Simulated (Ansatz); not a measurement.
# Ca3PbS3O, from a guessed structure to a relaxed one, part 2 of 2

Starting from a made-up structure for Ca3PbS3O, the aim is the relaxed cell, its shortest contacts and, where a second run follows, its electronic structure.

Ansatz 0.2.0; DFT, PBEsol, plane-wave PAW, files of the set soft_1, scalar-relativistic, no spin, cell and ions relaxed at zero pressure; PAW set soft_1 (the session's first sound run).

So far: Set-up; Relaxing cell and atoms.

## (2) Relaxing cell and atoms (continued)

Step by step:

```
step  energy less that of the first step (eV)  largest force component (eV/Å)  pressure (GPa)  volume (Å³)
   1                                   0.0000                          3.1500           -1.78       183.53
   2                                  -1.0493                          1.2623           -2.78       180.17
   3                                  -1.3338                          0.3432            0.14       168.80
   4                                  -1.3659                          0.0863            0.10       169.50
   5                                  -1.3683                          0.0198           -0.02       169.75
   6                                  -1.3684                          0.0007            0.01       169.64
  7*                                  -1.3652                          0.0007           -0.02       169.64
```

Relaxation steps marked * repeat the geometry before them on a plane-wave basis chosen anew for their cell, so energy and pressure can jump there.

Forces are held to the 8 operations that the run works with; a distortion that breaks them can't arise in this run.

```
conventional cell, symmetrised  before  after  change
                         a (Å)   3.973  3.879  -2.4 %
                         b (Å)   5.754  5.509  -4.3 %
                         c (Å)   8.028  7.938  -1.1 %
              volume (Å³/atom)   22.94  21.20  -7.6 %
```

The atoms that moved most (Å, as changes of fractional coordinates times the final cell):

```
atom     dx     dy      dz  length
  S5  0.000  0.000   0.342   0.342
  S6  0.000  0.000  -0.342   0.342
 Ca2  0.000  0.000   0.100   0.100
 Ca4  0.000  0.000  -0.100   0.100
```

Numbers from this step:

| Quantity | Value |
| --- | --- |
| free energy | -20366.0129 eV |
| Fermi energy | 8.503 eV |
| gap by band count | 1.842 eV |
| electrons | 68 |
| symmetry operations | 8 |
| pressure | -0.01978 GPa |

Shortest distances by pair of elements, guess and relaxed (not always the same contact):

```
 pair  guess (Å)  relaxed (Å)
 Ca–O      2.741        2.624
 Ca–S      2.877        2.724
 O–Pb      2.877        2.754
 Pb–S      2.637        2.827
Ca–Ca      3.778        3.536
```

The relaxation ends with a largest force component of 6.9e-4 eV/Å and a pressure of -0.02 GPa.

## (3) Bands of the relaxed cell

A second self-consistent run takes a narrower smearing and the mesh shown in its input; the bands follow along the standard path of the relaxed lattice.

This step: DFT, PBEsol, plane-wave PAW, files of the set soft_1, scalar-relativistic, no spin, bands and density of states at the relaxed cell; PAW set soft_1 (Ansatz 0.2.0).

File input.yaml:

```yaml
crystal:
  lattice:
    - [3.8791839774, 0.0, 0.0]
    - [0.0, 5.5087673372, 0.0]
    - [0.0, 0.0, 7.9383434464]
  atoms:
    - { symbol: Pb, position: [0.0, 0.0, 0.0] }
    - { symbol: Ca, position: [0.5, 0.5, 0.7772853615] }
    - { symbol: Ca, position: [0.0, 0.0, 0.5] }
    - { symbol: Ca, position: [0.5, 0.5, 0.2227146385] }
    - { symbol: S, position: [0.5, 0.0, 0.2591391054] }
    - { symbol: S, position: [0.5, 0.0, 0.7408608946] }
    - { symbol: S, position: [0.0, 0.5, 0.5] }
    - { symbol: O, position: [0.0, 0.5, 0.0] }
kpoints:
  mp_grid: { grid: [8, 6, 4] }
  band_path:
    path:
      - [[0.0, 0.0, 0.0], [0.5, 0.0, 0.0], [0.5, 0.5, 0.0], [0.0, 0.5, 0.0], [0.0, 0.0, 0.0], [0.0, 0.0, 0.5], [0.5, 0.0, 0.5], [0.5, 0.5, 0.5], [0.0, 0.5, 0.5], [0.0, 0.0, 0.5]]
      - [[0.0, 0.5, 0.0], [0.0, 0.5, 0.5]]
      - [[0.5, 0.0, 0.5], [0.5, 0.0, 0.0]]
      - [[0.5, 0.5, 0.0], [0.5, 0.5, 0.5]]
    npoints: 6
scf:
  occupations: { method: fermi_dirac, width: 0.03 }
  n_extra_bands: 12
hamiltonian:
  xc: pbesol
  pseudopotentials: { kind: paw, azcp: { folder: soft_1 }, xc_functional: pbe }
output:
  forces: true
  stress: true
  write_bands: true
  dos: { projected: true }
  write_density: true
  write_potential: true
  elf: true
  volumetric_format: npy
```

On the command line:

```
$ ansatz run input.yaml --threads 4 --pin off --max-ram 10240MiB --backend cpu --events-out ev --progress --plain --runs-dir out
```

Numbers of over 12 decimals in the logs are rounded to 6 here.

Log:

```text
[...]
Crystal: 8 atoms, lattice volume = 169.639 Å³
Basis set: ecut = 420 eV, 3337 PW (Γ), exchange–correlation on 54×80×108 points (8 copies of the dense FFT grid, shifted against one another)
Bands: 46, of which v1, the nominal top of the filled ones, is band 34 counted from 1 (33 counted from 0)
Symmetry: 8 space group operations
[...]
k-points: 60 of 192
[...]
SCF iter   1: F=—  HF=-20377.404963 eV  |F-HF|=—  |Δ(HF+E_count)|=         —  Δρ=1.45e-1  dr2=9.52e1  ethr=3.10e-3  ⟨swp⟩=11.7  Hψ=16962  notcnv=0  defer=6
[...]
SCF iter  10: F=-20366.010597 eV  HF=-20366.010597 eV  |F-HF|=1.86e-8  |Δ(HF+E_count)|=   1.38e-6  Δρ=5.09e-6  dr2=4.65e-8  ethr=1.47e-10  ⟨swp⟩=22.0  Hψ=29405  notcnv=0
SCF 1 converged in 10 iterations: F = -20366.010597 eV  dr2 = 4.65e-8
[...]
NSCF: frozen V_eff on 76 k-points
SCF converged after 10 iterations
Free energy (F): -20366.010597 eV
[...]
Internal energy: -20366.010597 eV  (E = F + TS)
E sigma→0 (E₀):  -20366.010597 eV
Fermi energy:    8.459677 eV
[...]
--- Forces (eV/Å), atoms counted from 1 ---
  atom   1  Pb    -0.00000000     0.00000000    -0.00000000
  atom   2  Ca     0.00000000     0.00000000     0.00245027
  atom   3  Ca     0.00000000     0.00000000     0.00000000
  atom   4  Ca    -0.00000000     0.00000000    -0.00245027
  atom   5  S      0.00000000     0.00000000     0.00085748
  atom   6  S     -0.00000000     0.00000000    -0.00085748
  atom   7  S      0.00000000     0.00000000     0.00000000
  atom   8  O      0.00000000     0.00000000     0.00000000
  max |Σ_I F_I| component: 4.34e-19 eV/Å
--- Stress (GPa, compression-positive) ---
       -0.013157      -0.000000       0.000000
       -0.000000      -0.006711      -0.000000
        0.000000      -0.000000      -0.012568
  P = ⅓ Tr σ = -0.0108 GPa (-0.108 kbar)
--- Band table (eV; the first three rows and the last of 60) ---
  k-point 0: bands = [... 30 lower, 6.1581, 6.4887, 6.8794, 7.0662, 9.7998, 10.7000, 11.1204, 11.2752, ... 8 higher]
  k-point 1: bands = [... 30 lower, 6.1293, 6.8709, 7.0654, 7.0675, 10.0336, 10.5136, 10.7999, 11.6427, ... 8 higher]
  k-point 2: bands = [... 30 lower, 6.2467, 6.8612, 7.0816, 7.5386, 10.1398, 10.3709, 11.0154, 11.3360, ... 8 higher]
  k-point 59: bands = [... 30 lower, 5.7238, 5.8131, 5.8357, 7.0246, 9.4920, 10.7026, 11.2539, 12.2066, ... 8 higher]
```

Elapsed: 11 s, on 4 threads of Intel Xeon at 2.60GHz (Ice Lake), shared host; peak memory 0.81 GiB; 41 s of CPU time.

Numbers from this step:

* free energy: -20366.0106 eV
* Fermi energy: 8.460 eV
* gap by band count: 1.543 eV
* pressure: -0.01081 GPa
* gap on the k-mesh: 1.543 eV

From bands.tsv. The electronic bands at the labelled points (eV, zero at the valence top; v1 is the highest filled band, c1 the lowest empty one):

```
    point     v4     v3     v2     v1    c1    c2    c3    c4
        Γ  -1.54  -1.21  -0.82  -0.63  2.10  3.00  3.42  3.58
  halfway  -1.91  -1.26  -1.06  -0.63  2.42  2.75  2.88  3.71
        X  -1.87  -1.81  -1.72  -1.38  1.95  2.15  3.07  3.12
  halfway  -1.91  -1.89  -1.88  -1.13  2.62  2.74  2.76  2.83
        S  -1.94  -1.91  -1.72  -0.69  1.67  2.59  4.19  4.30
  halfway  -1.72  -1.71  -1.62  -0.48  1.70  2.61  3.51  3.60
        Y  -1.75  -1.33  -0.87  -0.59  1.54  2.72  2.95  3.03
  halfway  -1.82  -1.25  -0.96  -0.76  2.25  2.45  3.17  3.62
        Γ  -1.54  -1.21  -0.82  -0.63  2.10  3.00  3.42  3.58
  halfway  -1.57  -0.83  -0.63  -0.63  2.34  2.82  3.10  3.95
        Z  -1.45  -0.84  -0.61  -0.16  2.44  2.67  3.32  3.64
  halfway  -1.57  -1.45  -1.01  -0.91  2.65  2.98  3.07  3.64
        U  -1.96  -1.63  -1.44  -0.73  2.05  2.96  3.08  3.28
  halfway  -2.01  -1.68  -1.59  -1.00  2.39  3.00  3.32  3.37
        R  -1.97  -1.88  -1.86  -0.67  1.80  3.01  3.56  4.51
  halfway  -1.77  -1.69  -1.63  -0.51  1.86  3.69  4.03  4.13
        T  -1.64  -1.39  -0.94   0.00  1.64  2.59  3.46  3.62
  halfway  -1.49  -1.43  -0.78  -0.20  2.36  2.52  3.47  3.53
        Z  -1.45  -0.84  -0.61  -0.16  2.44  2.67  3.32  3.64
jump to Y  -1.75  -1.33  -0.87  -0.59  1.54  2.72  2.95  3.03
  halfway  -1.57  -1.53  -0.91  -0.29  1.59  2.73  2.97  3.42
        T  -1.64  -1.39  -0.94   0.00  1.64  2.59  3.46  3.62
jump to U  -1.96  -1.63  -1.44  -0.73  2.05  2.96  3.08  3.28
  halfway  -1.91  -1.67  -1.41  -1.12  2.00  2.38  3.18  3.22
        X  -1.87  -1.81  -1.72  -1.38  1.95  2.15  3.07  3.12
jump to S  -1.94  -1.91  -1.72  -0.69  1.67  2.59  4.19  4.30
```

Counts of states for the cell as run, both spins, by energy window (eV from the valence-band top):

```
from  to  total
  -8  -7   1.74
  -7  -6   0.00
  -6  -5   0.00
  -5  -4   0.70
  -4  -3   5.27
  -3  -2   8.58
  -2  -1   7.23
  -1   0   2.23
   0   1   0.00
   1   2   0.39
   2   3   3.27
   3   4   5.33
   4   5   8.27
   5   6   6.75
```

A further 42.3 states lie below the table's range.

Valence density in the bc plane at fractional x = 0.000, with atoms of Pb and Ca and S and O within 0.2 Å of it. It is the smooth field of the valence electrons, not physical close to the nuclei.

Values in e/Å³, 21 rows by 15 columns, each cell a mean:
```
6.1 3.9 1.3 0.3 0.2 0.6 2.3 5.5 4.1 1.2 0.3 0.2 0.6 2.3 5.2
2.7 1.7 0.6 0.2 0.1 0.3 0.7 1.4 1.1 0.5 0.2 0.1 0.3 1.0 2.2
0.6 0.4 0.2 0.1 0.1 0.1 0.2 0.3 0.3 0.1 0.1 0.1 0.1 0.3 0.5
0.2 0.1 0.1 0.0 0.0 0.0 0.1 0.1 0.1 0.1 0.0 0.0 0.1 0.1 0.1
0.1 0.1 0.0 0.0 0.0 0.0 0.0 0.0 0.0 0.0 0.0 0.0 0.0 0.1 0.1
0.1 0.1 0.0 0.0 0.0 0.0 0.1 0.1 0.1 0.1 0.0 0.0 0.0 0.0 0.1
0.1 0.1 0.0 0.0 0.1 0.1 0.1 0.2 0.2 0.1 0.1 0.0 0.0 0.1 0.1
0.4 0.2 0.1 0.1 0.1 0.2 0.4 0.5 0.4 0.3 0.2 0.1 0.1 0.1 0.3
2.2 1.2 0.3 0.1 0.2 0.5 0.8 1.0 1.0 0.7 0.3 0.1 0.2 0.6 1.7
5.5 3.3 0.9 0.2 0.3 0.7 1.1 0.7 0.9 1.0 0.5 0.2 0.4 1.8 4.6
6.4 4.0 1.1 0.3 0.4 0.8 1.0 0.3 0.7 1.0 0.6 0.3 0.5 2.2 5.5
3.8 2.1 0.6 0.2 0.3 0.6 1.0 1.0 1.1 0.9 0.4 0.2 0.3 1.1 3.1
0.9 0.5 0.2 0.1 0.1 0.3 0.6 0.7 0.7 0.4 0.2 0.1 0.1 0.3 0.7
0.1 0.1 0.1 0.1 0.1 0.1 0.2 0.3 0.3 0.2 0.1 0.1 0.0 0.1 0.1
0.1 0.1 0.0 0.0 0.0 0.1 0.1 0.1 0.1 0.1 0.1 0.0 0.0 0.0 0.1
0.1 0.1 0.0 0.0 0.0 0.0 0.0 0.1 0.0 0.0 0.0 0.0 0.0 0.1 0.1
0.1 0.1 0.1 0.0 0.0 0.0 0.0 0.1 0.1 0.0 0.0 0.0 0.0 0.1 0.1
0.3 0.2 0.1 0.1 0.1 0.1 0.1 0.2 0.1 0.1 0.1 0.1 0.1 0.2 0.3
1.4 0.9 0.4 0.1 0.1 0.2 0.4 0.7 0.6 0.3 0.1 0.1 0.2 0.6 1.2
4.5 2.8 1.0 0.3 0.2 0.4 1.4 3.2 2.5 0.8 0.2 0.2 0.5 1.7 3.8
7.5 4.6 1.6 0.4 0.2 0.7 3.1 7.3 5.5 1.6 0.4 0.2 0.7 2.8 6.2
```
Columns run along b (5.5 Å), rows up along c (7.9 Å). Atoms in or near the plane, at fractional coordinates: Pb at (0.00, 0.00), Ca at (0.00, 0.50), S at (0.50, 0.50), O at (0.50, 0.00).

Electrostatic potential energy in the bc plane at fractional x = 0.000, with atoms of Pb and Ca and S and O within 0.2 Å of it. With pseudopotentials it is smooth inside the atoms' cores, unlike the true potential.

Values in eV, 21 rows by 15 columns, each cell a mean:
```
-30 -34 -21   3  10   8 -17 -31 -28  -2  11   8  -6 -31 -32
-33 -26  -6   6  11  11   7  -4   0  10  11   9   2 -16 -31
 -7  -1   5   9  11  12  12  11  12  12  12  10   7   3  -5
  7   8   9  10  11  11  11  11  11  11  11  11  10   9   7
 10  10  11  11  11  11  11  11  11  11  11  11  11  11  10
 10  11  11  11  11  11  11  11  11  11  11  11  11  11  10
  8   9  10  11  11  11  11  10  11  11  11  11  10   9   8
  0   3   7  10  11  10   8   4   6   9  11  10   8   5   1
-25 -13   1   7   9   6  -9 -22 -18  -1   8   9   5  -5 -20
-36 -32  -9   5   7  -4 -30 -30 -32 -19   4   8   1 -21 -36
-36 -34 -12   5   7  -7 -32 -23 -29 -23   2   7   0 -25 -36
-34 -24  -4   6   8   1 -21 -32 -30 -10   6   8   3 -13 -31
 -9  -3   4   9  10   9   2  -5  -2   6  10  10   7   1  -7
  5   7   9  10  11  11  10   9   9  11  11  11  10   8   6
  9  10  11  11  11  11  11  11  11  11  11  11  11  10  10
 10  11  11  11  11  11  11  10  11  11  11  11  11  11  11
  9  10  10  11  11  11  11  11  11  11  11  11  11  10   9
  2   5   8  10  11  12  12  12  12  12  11  11   9   6   3
-22 -13   0   8  11  12  11   8   9  12  12  10   5  -5 -19
-33 -33 -15   4  10  10  -5 -22 -17   5  11   8  -2 -26 -34
-27 -33 -24   1  10   6 -23 -35 -32  -8  10   7  -9 -33 -30
```
Columns run along b (5.5 Å; values clipped at the 3rd and 97th percentile), rows up along c (7.9 Å). Atoms in or near the plane, at fractional coordinates: Pb at (0.00, 0.00), Ca at (0.00, 0.50), S at (0.50, 0.50), O at (0.50, 0.00).

ELF in the bc plane at fractional x = 0.000, with atoms of Pb and Ca and S and O within 0.2 Å of it. It is the smooth field of the valence electrons, not physical close to the nuclei.

Ten even steps from '_' (0.01) to '@' (0.85), each cell a mean:
```
__::==::::##@@##%%%%==..====..
==++==::..++%%@@@@##--..--++==
====::....--**##**==..__::--==
......______..::::..______....
______________________________
__________..::::::..__________
________..==**####**--..______
--..____==%%@@@@@@%%**::____::
@@%%--..**@@@@%%@@@@%%--..++@@
@@@@**..##@@##..--@@@@==::@@@@
@@@@##::##@@++__..%%@@==--@@@@
@@@@==..**@@@@++##@@@@--..##@@
**==..__++@@@@@@@@@@##--__::**
________--**%%%%%%##++..______
________..::======--..________
______________________________
..____________....__________..
--::..____..==++==--..__..::--
==++--::..==##%%%%**::..::==++
..--==::::**@@@@@@%%==..--==::
__..==--::##%%++**%%++::==--__
```
Columns run along b (5.5 Å), rows up along c (7.9 Å). Atoms in or near the plane, at fractional coordinates: Pb at (0.00, 0.00), Ca at (0.00, 0.50), S at (0.50, 0.50), O at (0.50, 0.00).

## (4) Results

```
space group, relaxed : Pmmm
conventional cell    : a = 3.879, b = 5.509, c = 7.938 Å; α = 90.0°, β = 90.0°, γ = 90.0°
volume per atom      : 21.20 Å³ (guess 22.94)
```

Ca3PbS3O relaxes to Pmmm with a = 3.879, b = 5.509 and c = 7.938 Å. The guessed volume was 8 % too large. The space group Pmmm was held in the relaxation, so the end point is a stationary structure within it and may be a saddle against distortions or other arrangements. It has an indirect Kohn–Sham gap of 1.54 eV, which semilocal functionals understate. On the 8×6×4 mesh with the narrower smearing (relaxed on 7×5×4) the largest force component is 0.002 eV/Å and the largest stress component is 0.013 GPa, within the relaxation's thresholds of 0.015 eV/Å and 0.05 GPa. The cutoff wasn't tested. Spin-orbit coupling is left out, which can matter for elements this heavy. No dispersion term is used, so weakly bound directions may come out too long. Nothing here tests whether the compound is stable against decomposition.

[Logs are printed without paths, hosts, clocks, repeated set-up lines and the standing remarks that a program may print on its own settings, such as how far it seeks lower states.]

[Hosts, paths, dates, database ids (printed as entryN), source tags and the programs' standing remarks are cut or masked in the printed files.]
